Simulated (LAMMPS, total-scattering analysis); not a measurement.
# zinc-blende solid solution (S0.61,Se0.39)Hg on heating

The crystal is built from its structure type, relaxed with the potential and heated at zero pressure by classical molecular dynamics (LAMMPS) with the Stillinger-Weber II-VI potential (Zhou et al., Phys. Rev. B 88, 085309 (2013)); 512 atoms (Hg 50.0, S 30.5, Se 19.5 atom %). Uiso is the variance of an atom's position about its mean, per direction. The dynamics are classical, so there is no zero-point motion. Distances and their variances come from the pair functions; G(r) = 4πrρ₀[g(r) − 1], where it appears, has X-ray or neutron weights and the resolution of a Lorch transform up to 25 Å⁻¹. All values are simulated. The potential was fitted to tetrahedral crystals; it favours four neighbours in the liquid and keeps the solid to temperatures at which the real compounds have long melted or sublimed.

A short relaxation of cell and atoms comes first; the barostat, one for each edge, then takes the cell to the potential's own size.

cell.lmp:

```
zinc-blende solid solution (S0.61,Se0.39)Hg

512 atoms
3 atom types

0 23.40000 xlo xhi
0 23.40000 ylo yhi
0 23.40000 zlo zhi

Masses

1 200.5920  # Hg
2 32.0600  # S
3 78.9710  # Se

Atoms # atomic

1 1 0.00000 0.00000 0.00000
2 1 0.00000 2.92500 2.92500
3 1 2.92500 0.00000 2.92500
4 1 2.92500 2.92500 0.00000
5 1 0.00000 0.00000 5.85000
6 1 0.00000 2.92500 8.77500
7 1 2.92500 0.00000 8.77500
8 1 2.92500 2.92500 5.85000
9 1 0.00000 0.00000 11.70000
10 1 0.00000 2.92500 14.62500
11 1 2.92500 0.00000 14.62500
12 1 2.92500 2.92500 11.70000
13 1 0.00000 0.00000 17.55000
14 1 0.00000 2.92500 20.47500
15 1 2.92500 0.00000 20.47500
16 1 2.92500 2.92500 17.55000
17 1 0.00000 5.85000 0.00000
18 1 0.00000 8.77500 2.92500
19 1 2.92500 5.85000 2.92500
20 1 2.92500 8.77500 0.00000
21 1 0.00000 5.85000 5.85000
22 1 0.00000 8.77500 8.77500
23 1 2.92500 5.85000 8.77500
24 1 2.92500 8.77500 5.85000
25 1 0.00000 5.85000 11.70000
26 1 0.00000 8.77500 14.62500
27 1 2.92500 5.85000 14.62500
28 1 2.92500 8.77500 11.70000
29 1 0.00000 5.85000 17.55000
30 1 0.00000 8.77500 20.47500
31 1 2.92500 5.85000 20.47500
32 1 2.92500 8.77500 17.55000
33 1 0.00000 11.70000 0.00000
34 1 0.00000 14.62500 2.92500
35 1 2.92500 11.70000 2.92500
36 1 2.92500 14.62500 0.00000
37 1 0.00000 11.70000 5.85000
38 1 0.00000 14.62500 8.77500
39 1 2.92500 11.70000 8.77500
40 1 2.92500 14.62500 5.85000
41 1 0.00000 11.70000 11.70000
42 1 0.00000 14.62500 14.62500
43 1 2.92500 11.70000 14.62500
44 1 2.92500 14.62500 11.70000
[... further atoms left out ...]
```

The input, in.lmp:

```
# heating of zinc-blende solid solution (S0.61,Se0.39)Hg
units metal
atom_style atomic
boundary p p p
read_data cell.lmp
replicate 1 1 1
pair_style sw
pair_coeff * * CdTeZnSeHgS0.sw Hg S Se
neigh_modify delay 0 every 1 check yes
thermo_style custom step time temp pe press density lx ly lz
thermo_modify norm yes
timestep 0.002
thermo 100
fix br all box/relax aniso 0.0
minimize 1e-8 1e-6 500 5000
unfix br
reset_timestep 0
velocity all create 200 5713 mom yes dist gaussian
thermo 750
fix md all npt temp 100 100 0.2 aniso 0 0 2
run 1500 post no
unfix md
print "== production at 100 K"
dump d all custom 100 s0.traj id type xu yu zu
dump_modify d sort id format float %.3f
thermo 62
fix md all npt temp 100 100 0.2 aniso 0 0 2
run 2500 post no
unfix md
undump d
[... 4 more blocks of the same form, at 300 K, 520 K, 750 K and 980 K ...]
thermo 500
fix md all npt temp 980 1890 0.2 aniso 0 0 2
run 1000 post no
unfix md
thermo 750
fix md all npt temp 1890 1890 0.2 aniso 0 0 2
run 1500 post no
unfix md
print "== production at 1890 K"
dump d all custom 100 s5.traj id type xu yu zu
dump_modify d sort id format float %.3f
thermo 62
fix md all npt temp 1890 1890 0.2 aniso 0 0 2
run 2500 post no
unfix md
undump d
```

```console
$ lmp -in in.lmp -log none -nocite
```

```text
[a thinned log: between the lines shown up to 5 are left out unmarked, longer gaps are marked]
LAMMPS (22 Jul 2025 - Update 4)
Reading data file ...
  orthogonal box = (0 0 0) to (23.4 23.4 23.4)
  512 atoms
  orthogonal box = (0 0 0) to (23.4 23.4 23.4)
  512 atoms
WARNING: Energy due to 3 extra global DOFs will be included in minimizer energies
   Step          Time           Temp          PotEng         Press         Density           Lx             Ly             Lz
         0   0              0             -1.8743987      30242.987      8.3267342      23.4           23.4           23.4
       100   0.2            0             -1.8838364      9989.8763      8.0818469      23.633999      23.633999      23.634
       200   0.4            0             -1.8864527     -74.056854      7.9536559      23.760148      23.760186      23.760551
       300   0.6            0             -1.8899577      70.502613      7.9536116      23.759789      23.759964      23.761263
       400   0.8            0             -1.8928278     -51.503215      7.9490574      23.763976      23.764357      23.766294
       500   1              0             -1.8958615      128.56581      7.9437816      23.768797      23.769662      23.771947
[... 12 lines left out ...]
== production at 100 K (one thermo line in eight is kept)
      1500   3              101.5979      -1.8833185      851.4887       7.9356169      23.776865      23.783455      23.774536
[... 13 lines left out ...]
      5250   10.5           301.4364      -1.857354      -1657.7607      7.8748043      23.844151      23.818302      23.855573
== production at 300 K (one thermo line in eight is kept)
[... 9 lines left out ...]
      9000   18             293.07486     -1.8562216     -170.79825      7.8933178      23.813627      23.837142      23.811292
[... 9 lines left out ...]
== production at 520 K (one thermo line in eight is kept)
     12462   24.924         492.35991     -1.8252338     -4568.3649      7.8040757      23.882171      23.930755      23.920519
[... 14 lines left out ...]
== production at 750 K (one thermo line in eight is kept)
[... 19 lines left out ...]
== production at 980 K (one thermo line in eight is kept)
[... 6 lines left out ...]
     23932   47.864         946.35501     -1.7544402      6350.0975      7.8943425      23.799113      23.774887      23.885101
[... 10 lines left out ...]
     26500   53             1778.6612     -1.3637666      1893.3205      7.2908608      25.070361      24.267694      24.052176
Loop time of 1.24997 s on 1 MPI rank(s) for 1500 steps with 512 atoms
== production at 1890 K (one thermo line in eight is kept)
   Step          Time           Temp          PotEng         Press         Density           Lx             Ly             Lz
     26500   53             1778.6612     -1.3637666      1893.3203      7.2908608      25.070361      24.267694      24.052176
     26970   53.94          1802.9944     -1.2737688      1372.5316      6.7190474      25.50575       25.270777      24.635301
     27466   54.932         1950.9156     -1.2392341      2339.2435      6.1562992      26.001807      26.484692      25.165415
     27962   55.924         1864.4331     -1.229312      -3339.163       6.1353843      25.758981      26.742143      25.243852
     28458   56.916         1808.9749     -1.2289561      3158.5646      6.1234357      25.388764      27.659727      24.810623
     28954   57.908         1834.4825     -1.2278819      2658.3903      5.8331373      25.589551      28.728575      24.879596
Loop time of 2.03927 s on 1 MPI rank(s) for 2500 steps with 512 atoms
```

It took 19 s on 1 thread of Arm Neoverse V1, with other jobs on the host, peak memory 0.1 GiB.

```
T (K)        state  cell edges (Å)  Uiso Hg (Å²)  Uiso S (Å²)  Uiso Se (Å²)  Hg–S mean (Å)  its variance (Å²)  density (g/cm³)
  100  crystalline           5.947        0.0027       0.0024        0.0027          2.548             0.0011            7.925
  300  crystalline           5.954        0.0085       0.0078        0.0087          2.554             0.0034            7.896
  520  crystalline           5.962        0.0153       0.0148        0.0162          2.560             0.0059            7.865
  750  crystalline           5.969        0.0241       0.0234        0.0263          2.567             0.0087            7.838
  980  crystalline           5.974        0.0340       0.0330        0.0372          2.574             0.0116            7.820
 1890       liquid               -             -            -             -              -                  -            6.298
```

In the harmonic range U = 3ħ²T/(M k θ²), a line through the origin. The rows at 100 and 300 K give, as effective values by element: Hg 2.81×10⁻⁵ Å²/K, θ = 161 K; S 2.59×10⁻⁵ Å²/K, θ = 419 K; Se 2.89×10⁻⁵ Å²/K, θ = 253 K. At 300 K the first Hg–S peak has variance 0.0034 Å², against 0.0163 Å² for independent atoms: neighbours move together (and where motion is anisotropic, less along the bond than Uiso suggests), which is what the δ₁ term models in PDF fits at high temperature. In a solid solution the peak also holds static size disorder, which Uiso about each atom's own mean leaves out. The mean volume expansion between 100 and 980 K is 15×10⁻⁶ K⁻¹. At 980 K, B = 8π²U = 2.93 Å² for Se, which damps this element's own term in Bragg intensity at Q = 6 Å⁻¹ to 26 %, and √(3U) is 0.13 of its nearest peak distance (Hg–Se, 2.64 Å). By 1890 K the order is gone and the mean density is 6.298 g/cm³, which averages over the melting if that fell inside the sampled stretch; a perfect periodic crystal superheats, so the model's melting point lies below the temperature at which it collapsed.

[Logs are printed without paths, hosts, clocks, repeated set-up lines and the standing remarks that a program may print on its own settings, such as how far it seeks lower states.]
